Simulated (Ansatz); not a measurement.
**Grüneisen parameters and expansion of Cu (Copper, Fm-3m)**

Wanted: mode Grüneisen parameters of Cu (Copper) and a free-energy fit over volumes.

What experiment has found for this phase:
- heat capacity C_P per formula unit 24.5 J/mol/K near room temperature (given in “High-Throughput Prediction of Finite-Temperature Properties using the Quasi-Harmonic Approximation”, 2016, arXiv:1603.06924)

Calculated with Ansatz 0.2.0; DFT LDA, scalar-relativistic, plane waves, PAW; PAW set soft_1.

## Step 1: The structure

Symmetry: Fm-3m, No. 225, cubic system. The conventional cell has a = 3.615 Å, b = 3.615 Å, c = 3.615 Å, α = 90.00°, β = 90.00°, γ = 90.00°. Nearest to Cu lie 12 Cu at 2.56 Å.

As a file:

```cif
data_structure
_symmetry_space_group_name_H-M 'Fm-3m'
_symmetry_Int_Tables_number 225
_cell_length_a 3.6150
_cell_length_b 3.6150
_cell_length_c 3.6150
_cell_angle_alpha 90.000
_cell_angle_beta 90.000
_cell_angle_gamma 90.000
_cell_volume 47.24
loop_
_atom_site_label
_atom_site_type_symbol
_atom_site_symmetry_multiplicity
_atom_site_Wyckoff_symbol
_atom_site_fract_x
_atom_site_fract_y
_atom_site_fract_z
_atom_site_occupancy
Cu1 Cu 4 a 0.00000 0.00000 0.00000 1
```

## Step 2: A first coarse run

Before spending time, one coarse run tells the gap and the pressure of the starting cell.

The input, input.yaml:

```yaml
crystal:
  lattice:
    - [0.0, 1.8075, 1.8075]
    - [1.8075, 0.0, 1.8075]
    - [1.8075, 1.8075, 0.0]
  atoms:
    - { symbol: Cu, position: [0.0, 0.0, 0.0] }
kpoints:
  mp_grid: { grid: [8, 8, 8] }
hamiltonian:
  xc: lda
  pseudopotentials: { kind: paw, azcp: { folder: soft_1 }, xc_functional: pbe }
scf:
  occupations: { method: gaussian, width: 0.1 }
  lower_state_search: "off"
output:
  forces: true
  stress: true
  eigenvalues: true
```

On the command line:

```console
> ansatz run input.yaml --threads 8 --pin off --max-ram 16384MiB --backend cpu --events-out ev --progress --plain --runs-dir out
```

Numbers of over 12 decimals in the logs are rounded to 6 here.

The log of the run:

```text
Engine: ansatz 0.2.0, aarch64-unknown-linux-gnu
Pseudopotentials: kind: paw
Pseudopotential: Cu, paw, valence charge 19, recommended cutoff 420 eV (normal), soft_1/Cu.paw.azcp
Functional definition: SPW92
  exchange = slater_x
  correlation = pw_c
Crystal: 1 atoms, lattice volume = 11.810 Å³
Basis set: ecut = 420 eV, 259 PW (Γ)
Bands: 14, of which v1, the nominal top of the filled ones, is band 10 counted from 1 (9 counted from 0)
Symmetry: 48 space group operations
Space group: Fm-3m (ITA 225), of the structure as read, at distance tolerance 2.3e-5 Å
k-points: 29 of 512
Non-local potential: Cu, projectors of the file, l = 0: 3, l = 1: 2, l = 2: 3, l = 3: 1
PAW form: soft (Blöchl's): semilocal exchange-correlation on the pseudo side does not see the compensation charge
PAW frozen core: Cu, regenerated for the run's functional, and the local potential with it (the file was generated under x = pbe(κ = 0.804, μ = 0.219515), c = pbe(β = 0.066725))
PAW one-centre angular grid: Cu, 590 points (default); XC on 64 Gauss nodes
Initial density: superposition of atomic densities (chi_scale 0.1, normalization cell)
Initial wavefunctions: pseudopotential atomic-orbital guess
Functional: x = slater, c = lda
SCF iter   1: F=—  HF=-6556.799172 eV  |F-HF|=—  |Δ(HF+E_count)|=         —  Δρ=3.03e-1  dr2=6.34e0  ethr=3.10e-3  ⟨swp⟩=5.0  Hψ=1968  notcnv=0
preconditioner: auto → none  [metal: Δε(μ)=0.019 eV  Ē_g=15.659 eV  σ=0.100 eV  W_gap=0.10  n_scr=0 (ndim 8)  ℏωp=35.8 eV  f_vac=0.000  D(μ)=1.55/eV (n_scr^D=14)]
SCF iter   2: F=—  HF=-6555.671590 eV  |F-HF|=—  |Δ(HF+E_count)|=    1.13e0  Δρ=2.72e-2  dr2=6.61e-2  ethr=3.10e-3  ⟨swp⟩=2.4  Hψ=971  notcnv=0  defer=9
SCF iter   3: F=—  HF=-6555.655672 eV  |F-HF|=—  |Δ(HF+E_count)|=   1.59e-2  Δρ=1.78e-2  dr2=2.52e-2  ethr=3.48e-4  ⟨swp⟩=2.0  Hψ=716  notcnv=0  defer=9
SCF iter   4: F=—  HF=-6555.652394 eV  |F-HF|=—  |Δ(HF+E_count)|=   3.28e-3  Δρ=1.42e-3  dr2=1.18e-4  ethr=1.32e-4  ⟨swp⟩=1.0  Hψ=399  notcnv=0  defer=9
SCF iter   5: F=—  HF=-6555.652422 eV  |F-HF|=—  |Δ(HF+E_count)|=   2.86e-5  Δρ=8.66e-5  dr2=2.36e-7  ethr=6.21e-7  ⟨swp⟩=2.2  Hψ=525  notcnv=0  defer=9
SCF iter   6: F=—  HF=-6555.652422 eV  |F-HF|=—  |Δ(HF+E_count)|=   9.25e-8  Δρ=3.91e-5  dr2=1.15e-7  ethr=5.26e-10  ⟨swp⟩=6.5  Hψ=1768  notcnv=0
SCF iter   7: F=-6555.652422 eV  HF=-6555.652422 eV  |F-HF|=8.82e-11  |Δ(HF+E_count)|=   2.11e-8  Δρ=1.50e-6  dr2=1.36e-10  ethr=5.26e-10  ⟨swp⟩=3.0  Hψ=1078  notcnv=0
SCF 1 converged in 7 iterations: F = -6555.652422 eV  dr2 = 1.36e-10
  greatest PAW one-centre occupation: 1.000 electrons in one spin orbital (limit 2), on the Cu atom at site 0 (counted from 0), in its partial waves of l = 0
SCF converged after 7 iterations
Free energy (F): -6555.652422 eV
Harris-Foulkes:  -6555.652422 eV  (|F-HF|=8.82e-11)
Internal energy: -6555.649316 eV  (E = F + TS)
E sigma→0 (E₀):  -6555.650869 eV
Entropy (-TS):   -0.003106 eV (-3.106 meV/atom)
Fermi energy:    15.833248 eV
--- Per-component energies (eV) ---
  E_band       = -371.818322
  E_kinetic    = 262.661230
  E_local      = -4506.345929  (includes V_loc(G=0)·N_el)
  E_nonlocal   = 893.252397
  E_hartree    = 1905.138530
  E_xc         = -68.847837
  E_vxc        = -89.242222  (∫ρ·V_xc dr)
  E_paw        = -1745.504578  (= ΣΔE_a)
  E_vpaw       = -742.420743  (= ΣTr[D̂ρ^β])
  E_aug_tail   = 0.000907  (compensation charges beyond the density's cutoff)
  E_ewald      = -3296.453696
  E_core_change = 0.449661  (= ΣΔE_core)
  E_smearing   = -0.003106  (= −TS)
  E_closure    = -0.000000  (closes the sum)
  Σ components = -6555.652422   (vs F -6555.652422, Δ=0.00e0)
--- Forces (eV/Å), atoms counted from 1 ---
  atom   1  Cu     0.00000000    -0.00000000     0.00000000
  max |Σ_I F_I| component: 3.39e-32 eV/Å
--- Stress (GPa, compression-positive) ---
      -11.691349       0.000000      -0.000000
       -0.000000     -11.691349       0.000000
       -0.000000      -0.000000     -11.691349
  P = ⅓ Tr σ = -11.6913 GPa (-116.913 kbar)
--- Band table (eV; the first three rows and the last of 29) ---
  k-point 0: bands = [... 6 lower, 12.8721, 12.8721, 13.7205, 13.7205, 38.6325, 40.9466, 40.9466, 40.9466]
  k-point 1: bands = [... 6 lower, 12.9676, 12.9676, 13.6911, 13.6911, 34.6656, 39.1794, 39.7529, 39.7529]
  k-point 2: bands = [... 6 lower, 13.0343, 13.0343, 13.8030, 13.8030, 28.3028, 38.4901, 38.5208, 38.5208]
  k-point 28: bands = [... 6 lower, 12.3600, 13.6777, 14.4385, 22.0711, 22.0711, 24.2598, 24.5385, 44.0827]
```

Run time: 0.82 s. Hardware: 8 threads of Arm Neoverse V1, shared host; peak memory 0.25 GiB.

Numbers from this step:

```yaml
pressure: -11.69 GPa
volume_per_atom: 11.81 Å³/atom
gap_on_the_k_mesh: 0 eV
```

The start is under -12 GPa at this level and looks like a metal on this mesh.

## Step 3: A loose first relaxation

The start is far from rest, so a relaxation with loose thresholds first brings it near the minimum.

input.yaml, as its differences from that of step 2:

```diff
@@ -8,3 +8,3 @@
 kpoints:
-  mp_grid: { grid: [8, 8, 8] }
+  mp_grid: { grid: [10, 10, 10] }
 hamiltonian:
@@ -19 +19,6 @@
   eigenvalues: true
+relax:
+  adjacent_minimum: "off"
+  f_tol: 0.05
+  max_steps: 80
+  cell: { stress_tol: 0.5 }
```

The log of the run:

```text
[...]
Crystal: 1 atoms, lattice volume = 11.810 Å³
Basis set: ecut = 420 eV, 259 PW (Γ)
Bands: 14, of which v1, the nominal top of the filled ones, is band 10 counted from 1 (9 counted from 0)
Symmetry: 48 space group operations
[...]
k-points: 47 of 1000
[...]
SCF iter   1: F=—  HF=-6556.817538 eV  |F-HF|=—  |Δ(HF+E_count)|=         —  Δρ=3.00e-1  dr2=6.22e0  ethr=3.10e-3  ⟨swp⟩=5.0  Hψ=3154  notcnv=0
[...]
SCF iter   6: F=-6555.669457 eV  HF=-6555.669457 eV  |F-HF|=3.19e-8  |Δ(HF+E_count)|=   4.52e-7  Δρ=2.34e-5  dr2=4.18e-8  ethr=5.26e-10  ⟨swp⟩=6.6  Hψ=2876  notcnv=0
SCF 1 converged in 6 iterations: F = -6555.669457 eV  dr2 = 4.18e-8
[...]
relax step   1: F+E_penalty+E_count = -6555.66945659 eV  Δ(F+E_penalty+E_count) = +0.000e0 eV  max|allowed force component| = 0.000e0 eV/Å  Δτ_max = 0.0000 Å  P = -12.392 GPa  Ω = 11.810 Å³  (6 SCF iters, dr2 threshold 1.00e-7 eV, accepted)
Crystal: 1 atoms, lattice volume = 11.315 Å³
Basis set: ecut = 420 eV, 229 PW (Γ)
[...]
iter 1 solved again at ethr=1.19e-4 eV; its pass at ethr=3.10e-3 eV (dr2=2.27e-2 eV) is discarded
[...]
SCF iter   6: F=-6555.699462 eV  HF=-6555.699462 eV  |F-HF|=8.50e-9  |Δ(HF+E_count)|=   2.20e-7  Δρ=1.22e-5  dr2=1.27e-8  ethr=5.26e-10  ⟨swp⟩=4.9  Hψ=2775  notcnv=0
SCF 2 converged in 6 iterations: F = -6555.699462 eV  dr2 = 1.27e-8
relax step   2: F+E_penalty+E_count = -6555.69946178 eV  Δ(F+E_penalty+E_count) = -3.001e-2 eV  max|allowed force component| = 0.000e0 eV/Å  Δτ_max = 0.0000 Å  P = -6.558 GPa  Ω = 11.315 Å³  energy of the carried Pulay correction = +2.934e-4 eV  (6 SCF iters, dr2 threshold 1.00e-7 eV, accepted)
Crystal: 1 atoms, lattice volume = 10.806 Å³
Basis set: ecut = 420 eV, 181 PW (Γ)
[...]
SCF iter   6: F=-6555.708596 eV  HF=-6555.708596 eV  |F-HF|=3.93e-9  |Δ(HF+E_count)|=   3.66e-7  Δρ=9.33e-6  dr2=5.19e-9  ethr=5.26e-10  ⟨swp⟩=3.1  Hψ=2402  notcnv=0
SCF 3 converged in 6 iterations: F = -6555.708596 eV  dr2 = 5.19e-9
relax step   3: F+E_penalty+E_count = -6555.70859572 eV  Δ(F+E_penalty+E_count) = -9.134e-3 eV  max|allowed force component| = 0.000e0 eV/Å  Δτ_max = 0.0000 Å  P = +1.387 GPa  Ω = 10.806 Å³  energy of the carried Pulay correction = +6.085e-4 eV  (6 SCF iters, dr2 threshold 1.00e-7 eV, accepted)
[...]
relax step   4: F+E_penalty+E_count = -6555.70887905 eV  Δ(F+E_penalty+E_count) = -2.833e-4 eV  max|allowed force component| = 0.000e0 eV/Å  Δτ_max = 0.0000 Å  P = -0.112 GPa  Ω = 10.891 Å³  energy of the carried Pulay correction = +5.546e-4 eV  (5 SCF iters, dr2 threshold 1.00e-7 eV, accepted)
[...]
SCF iter   4: F=-6555.708327 eV  HF=-6555.708327 eV  |F-HF|=5.09e-11  |Δ(HF+E_count)|=   4.56e-7  Δρ=4.82e-6  dr2=4.19e-10  ethr=5.26e-12  ⟨swp⟩=3.1  Hψ=2898  notcnv=0
SCF 5 converged in 4 iterations: F = -6555.708327 eV  dr2 = 4.19e-10
relax step   5: F+E_penalty+E_count = -6555.70832742 eV  Δ(F+E_penalty+E_count) = +5.516e-4 eV  max|allowed force component| = 0.000e0 eV/Å  Δτ_max = 0.0000 Å  P = -0.113 GPa  Ω = 10.891 Å³  stress off target by 1.13e-1 GPa  SCF on the basis re-selected at this cell (its energy is not comparable with the rows above)  (4 SCF iters)
basis re-selected at this cell: Δ(F+E_penalty+E_count) = +5.516e-4 eV, ΔP = -0.001 GPa vs the last step (what re-selecting the basis moved, of the pressure what is left beyond the Pulay correction that the steps carried, after the strain that the cell walked since its last selection, with what the two solves' SCF thresholds leave and, on support functions, any second-order correction that the steps lacked; it is no measure of the basis error at this ecutwfc). This SCF's stress stands 1.13e-1 GPa from its target on what of the cell is left free (relax.cell.stress_tol is 5.00e-1 GPa) and its largest allowed force component is 0.00e0 eV/Å (relax.f_tol is 5.00e-2 eV/Å): [rest of the remark cut]
SCF converged after 4 iterations
Free energy (F): -6555.708327 eV
[...]
Internal energy: -6555.704752 eV  (E = F + TS)
E sigma→0 (E₀):  -6555.706539 eV
Entropy (-TS):   -0.003576 eV (-3.576 meV/atom)
Fermi energy:    17.558297 eV
[...]
--- Stress (GPa, compression-positive) ---
       -0.112839       0.000000       0.000000
        0.000000      -0.112839       0.000000
        0.000000       0.000000      -0.112839
  P = ⅓ Tr σ = -0.1128 GPa (-1.128 kbar)
--- Band table (eV; the first three rows and the last of 47) ---
  k-point 0: bands = [... 6 lower, 14.3653, 14.3653, 15.3264, 15.3264, 41.0572, 44.0228, 44.0228, 44.0228]
  k-point 1: bands = [... 6 lower, 14.4392, 14.4392, 15.2998, 15.2998, 38.6357, 41.9366, 43.1140, 43.1140]
  k-point 2: bands = [... 6 lower, 14.5509, 14.5509, 15.3227, 15.3227, 33.3517, 41.3911, 41.9826, 41.9826]
  k-point 46: bands = [... 6 lower, 14.2344, 15.3648, 16.1380, 22.7325, 25.6969, 26.1177, 27.6194, 44.1625]
--- Relaxed structure (4 steps of the walk, 4 accepted, 1 SCFs on fresh bases) ---
  F+E_penalty+E_count = -6555.70832742 eV   max|allowed force component| = 0.000e0 eV/Å   (the final SCF, on the basis selected at the relaxed cell)
  cell:  # Å, volume = 10.8913 Å³
    - [0, 1.759340, 1.759340]
    - [1.759340, 0, 1.759340]
    - [1.759340, 1.759340, 0]
  atoms:
    - { symbol: Cu, position: [0.0, 0.0, 0.0] }
```

Run time: 1 s. Hardware: 8 threads; peak memory 0.28 GiB; 4.5 s of CPU time.

Step by step:

| step | energy less that of the first step (eV) | largest force component (eV/Å) | pressure (GPa) | volume (Å³) |
| --- | --- | --- | --- | --- |
| 1 | 0.0000 | 0.0000 | -12.39 | 11.81 |
| 2 | -0.0300 | 0.0000 | -6.56 | 11.32 |
| 3 | -0.0391 | 0.0000 | 1.39 | 10.81 |
| 4 | -0.0394 | 0.0000 | -0.11 | 10.89 |
| 5* | -0.0389 | 0.0000 | -0.11 | 10.89 |

Relaxation steps marked * repeat the geometry before them on a plane-wave basis chosen anew for their cell, so energy and pressure can jump there.

| conventional cell, symmetrised | before | after | change |
| --- | --- | --- | --- |
| a (Å) | 3.615 | 3.519 | -2.7 % |
| b (Å) | 3.615 | 3.519 | -2.7 % |
| c (Å) | 3.615 | 3.519 | -2.7 % |
| volume (Å³/atom) | 11.81 | 10.89 | -7.8 % |

Final coordinates:

```xyz
1
Lattice="0.0000 1.7593 1.7593 1.7593 0.0000 1.7593 1.7593 1.7593 0.0000" Properties=species:S:1:pos:R:3 pbc="T T T"
Cu    0.0000    0.0000    0.0000
```

Numbers from this step:

- pressure: -0.1128 GPa
- volume per atom: 10.89 Å³/atom

The relaxation ends with a pressure of -0.11 GPa.

## Step 4: Finding the static equilibrium

Phonons are second derivatives about a minimum, so cell and atoms are relaxed first, inside the symmetry of the start.

input.yaml, the sections that differ from step 3:

```yaml
crystal:
  lattice:
    - [0.0, 1.759340104, 1.759340104]
    - [1.759340104, 0.0, 1.759340104]
    - [1.759340104, 1.759340104, 0.0]
  atoms:
    - { symbol: Cu, position: [0.0, 0.0, 0.0] }
kpoints:
  mp_grid: { grid: [20, 20, 20] }
relax:
  adjacent_minimum: "off"
  f_tol: 0.005
  max_steps: 80
  cell: { stress_tol: 0.05 }
# hamiltonian, scf, output: as in step 3
```

The log of the run:

```text
[...]
Crystal: 1 atoms, lattice volume = 10.891 Å³
Basis set: ecut = 420 eV, 181 PW (Γ)
Bands: 14, of which v1, the nominal top of the filled ones, is band 10 counted from 1 (9 counted from 0)
Symmetry: 48 space group operations
[...]
k-points: 256 of 8000
[...]
k-point 2: bands = [... 6 lower, 14.4614, 14.4614, 15.3228, 15.3228, 38.6579, 41.9572, 43.1386, 43.1386]
  k-point 255: bands = [... 6 lower, 13.7994, 15.2967, 16.1632, 24.1805, 24.1805, 26.4602, 27.1081, 47.1070]
--- Relaxed structure (3 steps of the walk, 3 accepted, 1 SCFs on fresh bases) ---
[...]
cell:  # Å, volume = 10.8847 Å³
    - [0, 1.758983, 1.758983]
    - [1.758983, 0, 1.758983]
    - [1.758983, 1.758983, 0]
  atoms:
    - { symbol: Cu, position: [0.0, 0.0, 0.0] }
[key lines of the parts left out:]
SCF converged after 6 iterations
Free energy (F): -6555.723692 eV
Fermi energy:    17.673492 eV
P = ⅓ Tr σ = 0.0012 GPa (0.012 kbar)
```

It took 1.9 s on 8 threads; peak memory 0.33 GiB.

Little changed from the start: no atom moved by 0.005 Å and no cell edge by 0.1 %.

This step gave:

| Item | Value |
| --- | --- |
| pressure | 0.001210 GPa |
| volume per atom | 10.88 Å³/atom |

(Continued in part 2 of 4.)

[Logs are printed without paths, hosts, clocks, repeated set-up lines and the standing remarks that a program may print on its own settings, such as how far it seeks lower states.]

[Hosts, paths, dates, database ids (printed as entryN), source tags and the programs' standing remarks are cut or masked in the printed files.]

[A step with changed settings may run another functional than the one named; its input shows which.]

[Of the runs on displaced cells, only some may be shown.]
